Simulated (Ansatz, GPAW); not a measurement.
**Se/Ru(0001): simulated STM images**

Wanted: filled- and empty-state images of Se/Ru(0001), with its work function.

Calculated with GPAW 26.7.0 and Ansatz 0.2.0; Ansatz plane waves; slab in vacuum with a dipole correction, relaxation, in the first sound run; inputs show where later runs differ.

## Step 1: Starting point

The cell holds 5 atoms: 4 Ru and 1 Se. Its edges and angles: a = 2.700 Å, b = 2.700 Å, c = 26.733 Å, α = 90.0°, β = 90.0°, γ = 60.0°. Vacuum lies along c.

## Step 2: Relaxing the atoms

Forces are removed first; all later runs use this geometry. The lowest 2 atoms are held at bulk positions and keep their forces.

The input, input.yaml:

```yaml
crystal:
  lattice:
    - [2.7, 0.0, 0.0]
    - [1.35, 2.3382685902, 0.0]
    - [0.0, 0.0, 26.7327092233]
  atoms:
    - { symbol: Ru, position: [0.6666666667, 0.6666666667, 0.3366662138] }
    - { symbol: Ru, position: [0.0, 0.0, 0.4166581063] }
    - { symbol: Ru, position: [0.6666666667, 0.6666666667, 0.4966499987] }
    - { symbol: Ru, position: [0.0, 0.0, 0.5766418911] }
    - { symbol: Se, position: [0.3333333333, 0.3333333333, 0.6633337862] }
kpoints:
  mp_grid: { grid: [13, 13, 1] }
hamiltonian:
  xc: pbe
scf:
  occupations: { method: fermi_dirac, width: 0.1 }
efield:
  axis: 3
  dipole_correction: true
  ramp_width: 0.05
relax:
  f_tol: 0.02
  max_steps: 60
  constraints: [{ sites: [0, 1] }]
output:
  write_potential: true
  write_density: true
  volumetric_format: npy
```

Run with:

```
ansatz run input.yaml --threads 4 --pin off --max-ram 8192MiB --backend cpu --events-out ev --progress --plain --runs-dir out
```

Numbers of over 12 decimals in the logs are rounded to 6 here.

What it wrote:

```text
Engine: ansatz 0.2.0, x86_64-unknown-linux-gnu
Pseudopotentials: kind: paw
Pseudopotential: Ru, paw, valence charge 16, recommended cutoff 420 eV (normal), Ru.paw.azcp
Pseudopotential: Se, paw, valence charge 16, recommended cutoff 420 eV (normal), Se.paw.azcp
Functional definition: PBE
  parameter kappa = 0.804
  parameter beta = 0.066725
  exchange = pbe_x(kappa = kappa, mu = beta*pi^2/3)
  correlation = pbe_c(beta = beta)
Crystal: 5 atoms, lattice volume = 168.772 Å³
Basis set: ecut = 420 eV, 3347 PW (Γ), exchange–correlation on 40×40×360 points (8 copies of the dense FFT grid, shifted against one another)
Bands: 48, of which v1, the nominal top of the filled ones, is band 40 counted from 1 (39 counted from 0)
Symmetry: 6 space group operations
Space group: P3m1 (ITA 156), of the structure as read, at distance tolerance 5.5e-5 Å
k-points: 21 of 169 (time reversal used)
Non-local potential: Ru, projectors of the file, l = 0: 3, l = 1: 2, l = 2: 2, l = 3: 1
Non-local potential: Se, projectors of the file, l = 0: 2, l = 1: 2, l = 2: 3, l = 3: 1
PAW form: soft (Blöchl's): semilocal exchange-correlation on the pseudo side does not see the compensation charge
PAW one-centre angular grid: Ru, 590 points (default); XC on 64 Gauss nodes
PAW one-centre angular grid: Se, 590 points (default); XC on 64 Gauss nodes
Initial density: superposition of atomic densities (neutral atoms: chi_scale 0, normalization atom), corrected by the library's trained network
Initial wavefunctions: pseudopotential atomic-orbital guess
Functional: x = pbe(κ = 0.804, μ = 0.219515), c = pbe(β = 0.066725)
SCF iter   1: F=—  HF=-28982.229160 eV  |F-HF|=—  |Δ(HF+E_count)|=         —  Δρ=2.54e-2  dr2=2.47e1  ethr=1.77e-3  p=0.070 e·Å  D=7.52e-2 V/Å  ΔV_dip=-2.01 eV  dr2_dipole=1.02e1  V_vac-E_F(+/−)=2.99/5.00 eV  ⟨swp⟩=8.2  Hψ=4356  notcnv=0
efield: sawtooth ramp at fractional position 0.9750 (placed from the atoms, in the widest stretch of the axis that holds none; the zero of the levels goes with the place), width 0.0500; the density the first Hamiltonian is built on has a dipole p = 0.070 e·Å; the dipole correction subtracts the counter field D = 7.52e-2 V/Å, which shifts the + side's vacuum level by -2.01 eV against the − side's; the planar-averaged density in the ramp window peaks in size at 1.8e-5 e/Å³
preconditioner: auto → LDOS  [metal: Δε(μ)=0.042 eV  Ē_g=5.641 eV  σ=0.100 eV  W_gap=0.11  n_scr=20 (ndim 8)  ℏωp=17.6 eV  f_vac=0.543  D(μ)=4.23/eV (n_scr^D=18)  β→1.0]
SCF iter   2: F=—  HF=-28981.938253 eV  |F-HF|=—  |Δ(HF+E_count)|=   2.91e-1  Δρ=9.30e-3  dr2=1.43e0  ethr=1.77e-3  p=0.035 e·Å  D=3.73e-2 V/Å  ΔV_dip=-1.00 eV  dr2_dipole=4.42e-1  V_vac-E_F(+/−)=3.88/4.88 eV  ⟨swp⟩=2.2  Hψ=1285  notcnv=0
SCF iter   3: F=—  HF=-28981.919930 eV  |F-HF|=—  |Δ(HF+E_count)|=   1.83e-2  Δρ=2.01e-3  dr2=3.15e-2  ethr=1.77e-3  p=0.039 e·Å  D=4.23e-2 V/Å  ΔV_dip=-1.13 eV  dr2_dipole=6.83e-3  V_vac-E_F(+/−)=3.87/5.00 eV  ⟨swp⟩=2.0  Hψ=1139  notcnv=0
SCF iter   4: F=—  HF=-28981.918294 eV  |F-HF|=—  |Δ(HF+E_count)|=   1.64e-3  Δρ=3.06e-4  dr2=9.10e-4  ethr=3.93e-5  p=0.040 e·Å  D=4.30e-2 V/Å  ΔV_dip=-1.15 eV  dr2_dipole=2.63e-4  V_vac-E_F(+/−)=3.85/5.00 eV  ⟨swp⟩=1.8  Hψ=1283  notcnv=0
SCF iter   5: F=—  HF=-28981.918440 eV  |F-HF|=—  |Δ(HF+E_count)|=   1.46e-4  Δρ=8.83e-5  dr2=1.71e-5  ethr=1.14e-6  p=0.040 e·Å  D=4.31e-2 V/Å  ΔV_dip=-1.15 eV  dr2_dipole=1.14e-6  V_vac-E_F(+/−)=3.85/5.00 eV  ⟨swp⟩=2.4  Hψ=1641  notcnv=0
SCF iter   6: F=-28981.918463 eV  HF=-28981.918466 eV  |F-HF|=3.05e-6  |Δ(HF+E_count)|=   2.58e-5  Δρ=3.37e-5  dr2=5.12e-6  ethr=1.25e-8  p=0.040 e·Å  D=4.33e-2 V/Å  ΔV_dip=-1.16 eV  dr2_dipole=1.71e-7  V_vac-E_F(+/−)=3.85/5.01 eV  ⟨swp⟩=14.0  Hψ=11032  notcnv=0
SCF 1 converged in 6 iterations: F = -28981.918463 eV  dr2 = 5.12e-6
  greatest PAW one-centre occupation: 1.000 electrons in one spin orbital (limit 2), on the Se atom at site 4 (counted from 0), in its partial waves of l = 2
relax step   1: F+E_penalty+E_count = -28981.91846291 eV  Δ(F+E_penalty+E_count) = +0.000e0 eV  max|allowed force component| = 6.478e-1 eV/Å  Δτ_max = 0.0000 Å  (6 SCF iters, dr2 threshold 1.00e-5 eV, accepted)
Initial density: handed on by an earlier stage of this run
Initial wavefunctions: those handed on with the density
iter 1 solved again at ethr=2.09e-4 eV; its pass at ethr=3.10e-3 eV (dr2=1.67e-1 eV) is discarded
SCF iter   1: F=—  HF=-28982.002086 eV  |F-HF|=—  |Δ(HF+E_count)|=         —  Δρ=4.96e-3  dr2=1.76e-1  ethr=2.09e-4  p=0.040 e·Å  D=4.33e-2 V/Å  ΔV_dip=-1.16 eV  dr2_dipole=3.53e-2  V_vac-E_F(+/−)=3.85/5.01 eV  ⟨swp⟩=1.3  Hψ=4052  notcnv=0
efield: sawtooth ramp at fractional position 0.9750 (handed on by an earlier solve), width 0.0500; the density the first Hamiltonian is built on has a dipole p = 0.040 e·Å; the dipole correction subtracts the counter field D = 4.33e-2 V/Å, which shifts the + side's vacuum level by -1.16 eV against the − side's; the planar-averaged density in the ramp window peaks in size at 1.2e-5 e/Å³
preconditioner: auto → LDOS  [metal: Δε(μ)=0.029 eV  Ē_g=5.732 eV  σ=0.100 eV  W_gap=0.07  n_scr=20 (ndim 8)  ℏωp=17.6 eV  f_vac=0.551  D(μ)=4.50/eV (n_scr^D=18)  β→1.0]
SCF iter   2: F=—  HF=-28981.999970 eV  |F-HF|=—  |Δ(HF+E_count)|=   2.12e-3  Δρ=2.15e-3  dr2=1.83e-2  ethr=2.09e-4  p=0.044 e·Å  D=4.76e-2 V/Å  ΔV_dip=-1.27 eV  dr2_dipole=9.27e-4  V_vac-E_F(+/−)=3.73/5.00 eV  ⟨swp⟩=2.0  Hψ=1547  notcnv=0
SCF iter   3: F=—  HF=-28981.998670 eV  |F-HF|=—  |Δ(HF+E_count)|=   1.30e-3  Δρ=1.54e-3  dr2=9.87e-3  ethr=2.29e-5  p=0.042 e·Å  D=4.51e-2 V/Å  ΔV_dip=-1.21 eV  dr2_dipole=7.27e-7  V_vac-E_F(+/−)=3.80/5.01 eV  ⟨swp⟩=2.8  Hψ=1995  notcnv=0
SCF iter   4: F=—  HF=-28981.996163 eV  |F-HF|=—  |Δ(HF+E_count)|=   2.51e-3  Δρ=2.65e-4  dr2=1.82e-4  ethr=1.23e-5  p=0.043 e·Å  D=4.59e-2 V/Å  ΔV_dip=-1.23 eV  dr2_dipole=3.18e-6  V_vac-E_F(+/−)=3.78/5.01 eV  ⟨swp⟩=2.1  Hψ=1425  notcnv=0
SCF iter   5: F=-28981.996174 eV  HF=-28981.996181 eV  |F-HF|=6.67e-6  |Δ(HF+E_count)|=   1.75e-5  Δρ=7.68e-5  dr2=1.59e-5  ethr=3.28e-8  p=0.043 e·Å  D=4.59e-2 V/Å  ΔV_dip=-1.23 eV  dr2_dipole=1.31e-7  V_vac-E_F(+/−)=3.78/5.01 eV  ⟨swp⟩=12.8  Hψ=11133  notcnv=0
SCF 2 converged in 5 iterations: F = -28981.996174 eV  dr2 = 1.59e-5
relax step   2: F+E_penalty+E_count = -28981.99617384 eV  Δ(F+E_penalty+E_count) = -7.771e-2 eV  max|allowed force component| = 5.102e-1 eV/Å  Δτ_max = 0.1946 Å  (5 SCF iters, dr2 threshold 2.62e-5 eV, accepted)
SCF iter   1: F=—  HF=-28982.007252 eV  |F-HF|=—  |Δ(HF+E_count)|=         —  Δρ=1.07e-3  dr2=5.16e-3  ethr=2.71e-5  p=0.043 e·Å  D=4.59e-2 V/Å  ΔV_dip=-1.23 eV  dr2_dipole=6.42e-4  V_vac-E_F(+/−)=3.78/5.01 eV  ⟨swp⟩=2.4  Hψ=1971  notcnv=0
efield: sawtooth ramp at fractional position 0.9750 (handed on by an earlier solve), width 0.0500; the density the first Hamiltonian is built on has a dipole p = 0.043 e·Å; the dipole correction subtracts the counter field D = 4.59e-2 V/Å, which shifts the + side's vacuum level by -1.23 eV against the − side's; the planar-averaged density in the ramp window peaks in size at 1.2e-5 e/Å³
preconditioner: auto → LDOS  [metal: Δε(μ)=0.081 eV  Ē_g=5.733 eV  σ=0.100 eV  W_gap=0.19  n_scr=20 (ndim 8)  ℏωp=17.6 eV  f_vac=0.551  D(μ)=4.58/eV (n_scr^D=18)  β→1.0]
SCF iter   2: F=—  HF=-28982.007567 eV  |F-HF|=—  |Δ(HF+E_count)|=   3.14e-4  Δρ=7.91e-4  dr2=3.36e-3  ethr=6.45e-6  p=0.044 e·Å  D=4.75e-2 V/Å  ΔV_dip=-1.27 eV  dr2_dipole=6.75e-6  V_vac-E_F(+/−)=3.75/5.02 eV  ⟨swp⟩=3.0  Hψ=1903  notcnv=0
SCF iter   3: F=—  HF=-28982.006777 eV  |F-HF|=—  |Δ(HF+E_count)|=   7.89e-4  Δρ=1.63e-4  dr2=4.26e-5  ethr=4.20e-6  p=0.044 e·Å  D=4.68e-2 V/Å  ΔV_dip=-1.25 eV  dr2_dipole=5.46e-6  V_vac-E_F(+/−)=3.76/5.01 eV  ⟨swp⟩=2.0  Hψ=1396  notcnv=0
SCF iter   4: F=-28982.006771 eV  HF=-28982.006774 eV  |F-HF|=2.86e-6  |Δ(HF+E_count)|=   3.27e-6  Δρ=4.26e-5  dr2=6.03e-6  ethr=2.03e-8  p=0.044 e·Å  D=4.68e-2 V/Å  ΔV_dip=-1.25 eV  dr2_dipole=9.50e-8  V_vac-E_F(+/−)=3.76/5.02 eV  ⟨swp⟩=14.6  Hψ=11530  notcnv=0
SCF 3 converged in 4 iterations: F = -28982.006771 eV  dr2 = 6.03e-6
relax step   3: F+E_penalty+E_count = -28982.00677120 eV  Δ(F+E_penalty+E_count) = -1.060e-2 eV  max|allowed force component| = 2.532e-1 eV/Å  Δτ_max = 0.0193 Å  (4 SCF iters, dr2 threshold 1.63e-5 eV, accepted)
[...]
relax step   4: F+E_penalty+E_count = -28982.01069051 eV  Δ(F+E_penalty+E_count) = -3.919e-3 eV  max|allowed force component| = 7.238e-3 eV/Å  Δτ_max = 0.0162 Å  (4 SCF iters, dr2 threshold 1.58e-5 eV, accepted)
iter 1 solved again at ethr=1.22e-8 eV; its pass at ethr=3.10e-3 eV (dr2=9.75e-6 eV) is discarded
SCF iter   1: F=—  HF=-28982.010713 eV  |F-HF|=—  |Δ(HF+E_count)|=         —  Δρ=5.09e-5  dr2=9.75e-6  ethr=1.22e-8  p=0.045 e·Å  D=4.78e-2 V/Å  ΔV_dip=-1.28 eV  dr2_dipole=7.36e-8  V_vac-E_F(+/−)=3.75/5.03 eV  ⟨swp⟩=1.0  Hψ=2521  notcnv=0
efield: sawtooth ramp at fractional position 0.9750 (handed on by an earlier solve), width 0.0500; the density the first Hamiltonian is built on has a dipole p = 0.045 e·Å; the dipole correction subtracts the counter field D = 4.78e-2 V/Å, which shifts the + side's vacuum level by -1.28 eV against the − side's; the planar-averaged density in the ramp window peaks in size at 9.9e-6 e/Å³
SCF iter   2: F=—  HF=-28982.010700 eV  |F-HF|=—  |Δ(HF+E_count)|=   1.34e-5  Δρ=5.91e-5  dr2=1.41e-5  ethr=1.22e-8  p=0.045 e·Å  D=4.80e-2 V/Å  ΔV_dip=-1.28 eV  dr2_dipole=7.81e-8  V_vac-E_F(+/−)=3.75/5.03 eV  ⟨swp⟩=3.0  Hψ=1974  notcnv=0
SCF iter   3: F=—  HF=-28982.010697 eV  |F-HF|=—  |Δ(HF+E_count)|=   2.82e-6  Δρ=8.87e-6  dr2=3.55e-7  ethr=1.22e-8  p=0.045 e·Å  D=4.80e-2 V/Å  ΔV_dip=-1.28 eV  dr2_dipole=3.25e-9  V_vac-E_F(+/−)=3.75/5.03 eV  ⟨swp⟩=2.8  Hψ=1847  notcnv=0
SCF iter   4: F=-28982.010697 eV  HF=-28982.010697 eV  |F-HF|=4.21e-8  |Δ(HF+E_count)|=   6.50e-8  Δρ=4.27e-6  dr2=7.03e-8  ethr=1.25e-10  p=0.045 e·Å  D=4.80e-2 V/Å  ΔV_dip=-1.28 eV  dr2_dipole=3.08e-10  V_vac-E_F(+/−)=3.75/5.03 eV  ⟨swp⟩=12.2  Hψ=8576  notcnv=0
SCF 5 converged in 4 iterations: F = -28982.010697 eV  dr2 = 7.03e-8
relax step   5: F+E_penalty+E_count = -28982.01069712 eV  Δ(F+E_penalty+E_count) = -6.614e-6 eV  max|allowed force component| = 6.322e-3 eV/Å  Δτ_max = 0.0000 Å  (4 SCF iters, accepted)
NSCF: frozen V_eff on 21 k-points
the band table was solved once a step of the walk had ended and its energy, with any forces and stress, was formed, with the checks that follow a solve (4445 applications of the Hamiltonian). They found nothing against the state; the energy, forces and stress were not computed again (output.eigenvalues in the input reference)
WARN: The input density's exchange-correlation potential varies sharply where the density is thin. Do not read a vacuum level from v_tot or v_xc, or from such a field of the output density. On a cell that repeats whose density bears no net charge and no dipole along the vacuum's axis use v_es (v_loc + v_h of the components); under efield.dipole_correction with no amplitude use v_es + v_field, which holds any external [...]
SCF converged after 4 iterations
Free energy (F): -28982.010697 eV
Harris-Foulkes:  -28982.010697 eV  (|F-HF|=4.21e-8)
Internal energy: -28981.856212 eV  (E = F + TS)
E sigma→0 (E₀):  -28981.933455 eV
Entropy (-TS):   -0.154485 eV (-30.897 meV/atom)
Fermi energy:    6.576352 eV
Dipole field:    D = 0.048019 V/Å  (p = 0.044787 e·Å, saw-weighted, corrected)
Work function:   Φ+ = 3.7470 eV   Φ− = 5.0307 eV
Levels:          The Fermi level and band energies are counted from a zero that moves with the ramp; work functions are not
--- Per-component energies (eV) ---
  E_band       = -1723.651288
  E_kinetic    = 2179.530739
  E_local      = -156640.361714  (includes V_loc(G=0)·N_el)
  E_nonlocal   = 780.712864
  E_hartree    = 76841.477559
  E_xc         = -867.135431
  E_vxc        = -1056.038845  (∫ρ·V_xc dr)
  E_paw        = -15756.075169  (= ΣΔE_a)
  E_vpaw       = -670.816766  (= ΣTr[D̂ρ^β])
  E_aug_tail   = -0.001378  (compensation charges beyond the density's cutoff)
  E_efield     = 0.001075  (sawtooth field / dipole correction)
  E_vefield    = 0.336602  (∫n·V_field dr)
  E_ewald      = 64479.995244
  E_smearing   = -0.154485  (= −TS)
  E_closure    = 0.000000  (closes the sum)
  Σ components = -28982.010697   (vs F -28982.010697, Δ=0.00e0)
--- Forces (eV/Å), atoms counted from 1 ---
  atom   1  Ru     0.00000000    -0.00000000     0.60358654
  atom   2  Ru    -0.00000000     0.00000000    -0.61378355
  atom   3  Ru     0.00000000     0.00000000     0.00246693
  atom   4  Ru    -0.00000000     0.00000000     0.00632235
  atom   5  Se    -0.00000000     0.00000000     0.00133333
  max |Σ_I F_I| component: 7.44e-5 eV/Å
--- Band table (eV; the first three rows and the last of 21) ---
  k-point 0: bands = [... 36 lower, 4.5874, 5.2843, 5.6758, 5.6758, 6.4965, 6.4965, 7.2559, 7.2559, ... 4 higher]
  k-point 1: bands = [... 36 lower, 4.7264, 5.0438, 5.5545, 5.5919, 6.2775, 6.4358, 6.6461, 7.2492, ... 4 higher]
  k-point 2: bands = [... 36 lower, 4.8102, 5.0217, 5.2348, 5.5654, 5.8069, 6.3251, 6.6995, 7.2154, ... 4 higher]
  k-point 20: bands = [... 36 lower, 4.6570, 5.3021, 5.6667, 6.7898, 7.0844, 7.2087, 7.6835, 7.8728, ... 4 higher]
--- Relaxed structure (5 steps of the walk, 5 accepted, 0 SCFs on fresh bases) ---
  F+E_penalty+E_count = -28982.01069712 eV   max|allowed force component| = 6.322e-3 eV/Å
  atoms:
    - { symbol: Ru, position: [0.666667, 0.666667, 0.3366662138] }
    - { symbol: Ru, position: [-1.850371707762447e-17, -1.8503717077624468e-17, 0.416658] }
    - { symbol: Ru, position: [0.666667, 0.666667, 0.497022] }
    - { symbol: Ru, position: [-1.850371707762447e-17, -1.8503717077624468e-17, 0.577822] }
    - { symbol: Se, position: [0.333333, 0.333333, 0.655548] }
```

Wall time 17 s (4 threads of Intel Xeon Platinum 8488C (Sapphire Rapids), shared host); peak memory 0.6 GiB.

Step by step:

| step | energy less that of the first step (eV) | largest force component (eV/Å) |
| --- | --- | --- |
| 1 | 0.0000 | 0.6478 |
| 2 | -0.0777 | 0.5102 |
| 3 | -0.0883 | 0.2532 |
| 4 | -0.0922 | 0.0072 |
| 5 | -0.0922 | 0.0063 |

Forces are held to the 6 operations that the run works with; a distortion that breaks them can't arise in this run.

The atoms that moved most (Å):

| atom | dx | dy | dz | length |
| --- | --- | --- | --- | --- |
| Se5 | 0.000 | 0.000 | -0.208 | 0.208 |
| Ru4 | 0.000 | 0.000 | 0.032 | 0.032 |
| Ru3 | 0.000 | 0.000 | 0.010 | 0.010 |

The relaxed structure:

```xyz
5
Lattice="2.7000 0.0000 0.0000 1.3500 2.3383 0.0000 0.0000 0.0000 26.7327" Properties=species:S:1:pos:R:3
Ru    2.7000    1.5588    9.0000
Ru    0.0000    0.0000   11.1384
Ru    2.7000    1.5588   13.2867
Ru    0.0000    0.0000   15.4467
Se    1.3500    0.7794   17.5246
```

This step gave:

- free energy: -28982.0107 eV
- smearing term TS: 0.1545 eV
- symmetry operations: 6
- upper work function: 3.747 eV
- lower work function: 5.031 eV
- dipole along the normal: 0.04479 e·Å
- dipole field: 0.04802 V/Å
- vacuum level above: 10.32 eV
- vacuum level below: 11.61 eV

The electrostatic potential energy of an electron (with the applied field's), less the Fermi level, planar mean oscillates, so the rows of the table below give means over windows of 2.08 Å about each position, cut where the curve ends. Its maxima inside the range that stand out by 2 % of the span (Å: eV): 10.1: -1.86, 12.2: -1.96, 14.4: -1.77, 16.5: -3.17. Its minima: 9.1: -28.3, 11.1: -28.9, 13.2: -28.5, 15.4: -28.8, 17.5: -10.4.

Electrostatic potential energy of an electron (with the applied field's), less the Fermi level, planar mean against z; means over each step:

z (Å), electrostatic potential energy of an electron (with the applied field's), less the Fermi level, planar mean (eV) and a bar from the least value:
```
     1.04        4.9 ##############################
     3.12        5.0 ##############################
     5.20        5.0 ##############################
     7.28        2.7 ###########################
     9.36      -14.7 #
    11.44      -15.1 #
    13.52      -15.1 #
    15.60      -15.5 
    17.68       -7.0 ############
    19.76        3.4 ############################
    21.84        3.7 ############################
    23.92        3.7 ############################
    26.00        3.8 ############################
```

The valence density, planar mean oscillates, so the rows of the table below give means over windows of 2.08 Å about each position, cut where the curve ends. Its maxima inside the range that stand out by 2 % of the span (Å: e/Å³): 9.1: 2.19, 11.1: 2.22, 13.2: 2.19, 15.4: 2.22, 17.5: 3.08. Its minima: 10.1: 0.376, 12.2: 0.369, 14.4: 0.363, 16.5: 0.375.

The valence density, planar mean by z; means over each step:

| z (Å) | valence density, planar mean (e/Å³) |
| --- | --- |
| 3.12 | 0 |
| 5.20 | 4.0e-4 |
| 7.28 | 0.0943 |
| 9.36 | 1.20 |
| 11.44 | 1.20 |
| 13.52 | 1.20 |
| 15.60 | 1.21 |
| 17.68 | 1.17 |
| 19.76 | 0.0176 |
| 21.84 | 3.1e-5 |

The relaxation lowered the energy of the cell by 0.0922 eV.

[end of part 1 of 3]

[Logs are printed without paths, hosts, clocks, repeated set-up lines and the standing remarks that a program may print on its own settings, such as how far it seeks lower states.]

[Hosts, paths, dates, database ids (printed as entryN), source tags and the programs' standing remarks are cut or masked in the printed files.]
